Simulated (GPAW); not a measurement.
# A 8-layer slab of Nb(100) in an electric field, part 3 of 3

How does a 8-layer slab of Nb(100) screen a perpendicular field?

GPAW 26.7.0; GPAW, PAW setups; slab in vacuum, relaxation (the session's first sound run).

So far. Step 9 (Field on): The dipole is now 0.200 e Å, against 0.0074 in the run without a field.

**10. In a field**

Input file run.py:

```python
import json
import numpy as np
from ase import Atoms
from gpaw import GPAW, PW
from gpaw.external import ConstantElectricField

slab = Atoms(
    ['Nb', 'Nb', 'Nb', 'Nb', 'Nb', 'Nb', 'Nb', 'Nb'],
    positions=[
        [1.65000, 1.65000, 7.00000],
        [0.00000, 0.00000, 8.65000],
        [1.65000, 1.65000, 10.30000],
        [0.00000, 0.00000, 11.95000],
        [1.65000, 1.65000, 13.56884],
        [0.00000, -0.00000, 15.26870],
        [1.65000, 1.65000, 16.92196],
        [0.00000, 0.00000, 18.37482]],
    cell=[[3.3, 0.0, 0.0], [0.0, 3.3, 0.0], [0.0, 0.0, 25.55]],
    pbc=[True, True, False])

slab.calc = GPAW(mode=PW(400), xc='PBE', kpts={'size': (10, 10, 1), 'gamma': True},
                 occupations={'name': 'fermi-dirac', 'width': 0.1}, nbands='160%',
                 convergence={'density': 1e-05}, maxiter=200,
                 poissonsolver={'dipolelayer': 'xy'},
                 external=ConstantElectricField(0.3, [0, 0, 1]),
                 symmetry={'tolerance': 1e-3}, txt='slab.txt')
result = {}
energy = slab.get_potential_energy()
fermi = slab.calc.get_fermi_level()
v = slab.calc.get_electrostatic_potential().mean((0, 1)) - fermi
n = slab.calc.get_pseudo_density().mean((0, 1))
L = slab.cell[2, 2]
z = np.arange(len(v)) * L / len(v)
low, high = slab.positions[:, 2].min(), slab.positions[:, 2].max()
below, above = np.interp([low - 4.8, high + 4.8], z, v)
slopes = [np.interp(x, z, np.gradient(v, z)) for x in (low - 4.8, high + 4.8)]
eps = np.array([[slab.calc.get_eigenvalues(k, s) for k in range(len(slab.calc.get_ibz_k_points()))]
                for s in range(slab.calc.get_number_of_spins())]) - fermi
top, bottom = eps[eps < 0].max(), eps[eps > 0].min()
dipole = slab.get_dipole_moment()[2]
print(f'energy {energy:.4f} eV, Fermi level {fermi:.4f} eV, dipole {dipole:.5f} e A')
print(f'potential 4.8 A off the faces, from the Fermi level: lower {below:.4f} eV, upper {above:.4f} eV')
print(f'slope of the potential there: lower {slopes[0]:.5f}, upper {slopes[1]:.5f} eV/A')
print(f'nearest levels on the mesh: {top:.4f} and {bottom:.4f} eV')
print('magnetic moment', round(slab.get_magnetic_moment(), 3))
result.update(energy=energy, fermi=fermi, dipole=dipole, below=below, above=above, slopes=slopes, edges=[top, bottom],
              z=z.tolist(), v=v.tolist(), n=n.tolist(), positions=slab.positions.tolist(),
              forces=slab.get_forces(apply_constraint=False).tolist(), moments=slab.get_magnetic_moments().tolist())
json.dump(result, open('result.json', 'w'))
```

Command:

```bash
$ OMP_NUM_THREADS=1 OPENBLAS_NUM_THREADS=1 python run.py
```

The log of the run:

```text
energy -79.4697 eV, Fermi level 4.2739 eV, dipole 0.29612 e A
potential 4.8 A off the faces, from the Fermi level: lower 6.2020 eV, upper 1.2847 eV
slope of the potential there: lower -0.00729, upper 0.00161 eV/A
nearest levels on the mesh: -0.0042 and 0.0170 eV
magnetic moment 0.0
```

Run time: 7.5 min. Hardware: 1 thread of Intel Xeon 6975P-C (Granite Rapids), shared host; peak memory 0.66 GiB.

The electrostatic potential energy of an electron (without an applied field's), less the Fermi level, planar mean oscillates, so the rows of the table below give means over windows of 1.6 Å about each position, cut where the curve ends. Its maxima inside the range that stand out by 2 % of the span (Å: eV): 0.5: 6.21, 7.9: -4.89, 9.5: -5.36, 11.1: -5.89, 12.8: -6.68, 14.4: -6.22, 16.1: -7.33, 17.7: -10.8. Its minima: 7.0: -15.7, 8.6: -15.8, 10.3: -16.3, 11.9: -16.7, 13.5: -17.2, 15.2: -17.8, 16.9: -18.5, 18.3: -19.2.

The electrostatic potential energy of an electron (without an applied field's), less the Fermi level, planar mean by z; means over each step:

```
z (Å)  electrostatic potential energy of an electron (without an applied field's), less the Fermi level, planar mean (eV)
 0.80                                                                                                                5.92
 2.40                                                                                                                6.20
 4.00                                                                                                                6.05
 5.60                                                                                                                2.98
 7.20                                                                                                               -9.88
 8.80                                                                                                               -10.3
10.40                                                                                                               -10.9
12.00                                                                                                               -11.4
13.60                                                                                                               -11.7
15.20                                                                                                               -12.2
16.80                                                                                                               -13.2
18.40                                                                                                               -13.5
20.00                                                                                                              -0.282
21.60                                                                                                                1.24
23.20                                                                                                                1.28
24.80                                                                                                                1.45
```

The dipole is now 0.296 e Å, against 0.0074 in the run without a field.

**11. The series**

The members are put on one axis.

This step: induced dipole against applied field (GPAW 26.7.0).

Dipole along the normal against field:

```
field (V/Å)  dipole along the normal (e·Å)
     -0.200                         -0.185
     -0.100                        -0.0887
     -0.050                        -0.0407
      0.000                        0.00739
      0.050                         0.0556
      0.100                          0.104
      0.200                          0.200
      0.300                          0.296
```

**12. What came out**

```json
{
  "work function, upper and lower face": "3.617 and 3.740 eV",
  "dipole along the normal": "0.00739 e Å",
  "induced dipole per field": "0.963 e Å per V/Å",
  "out-of-plane polarisability per area, α/(ε0 A)": "16.0 Å"
}
```

What this shows: The field induces 0.963 e Å per V/Å, a polarisable thickness α/(ε0 A) of 16.0 Å beside 11.4 Å between the outermost nuclei. A perfect conductor would give the distance between its two image planes; a dielectric of thickness t gives t(1 - 1/ε). The two faces differ by 0.12 eV, the step that the slab's dipole makes (e p/(ε0 A) gives 0.12 eV), so the dipole layer is needed. The lowest atoms were held at bulk positions, which alone makes the faces unlike. The measured value for this face is 3.97 eV (as compiled in "Anisotropic work function of elemental crystals", 2019, arxiv:1902.07811); the relaxed upper face lies 0.35 eV under it with PBE. Measured work functions scatter by a tenth of an eV or more between methods. The induced dipole is linear in the field over this range. The in-plane lattice was kept as typed, which isn't the functional's own and leaves some strain; spin-orbit coupling and temperature are left out.

[Logs are printed without paths, hosts, clocks, repeated set-up lines and the standing remarks that a program may print on its own settings, such as how far it seeks lower states.]

[Hosts, paths, dates, database ids (printed as entryN), source tags and the programs' standing remarks are cut or masked in the printed files.]
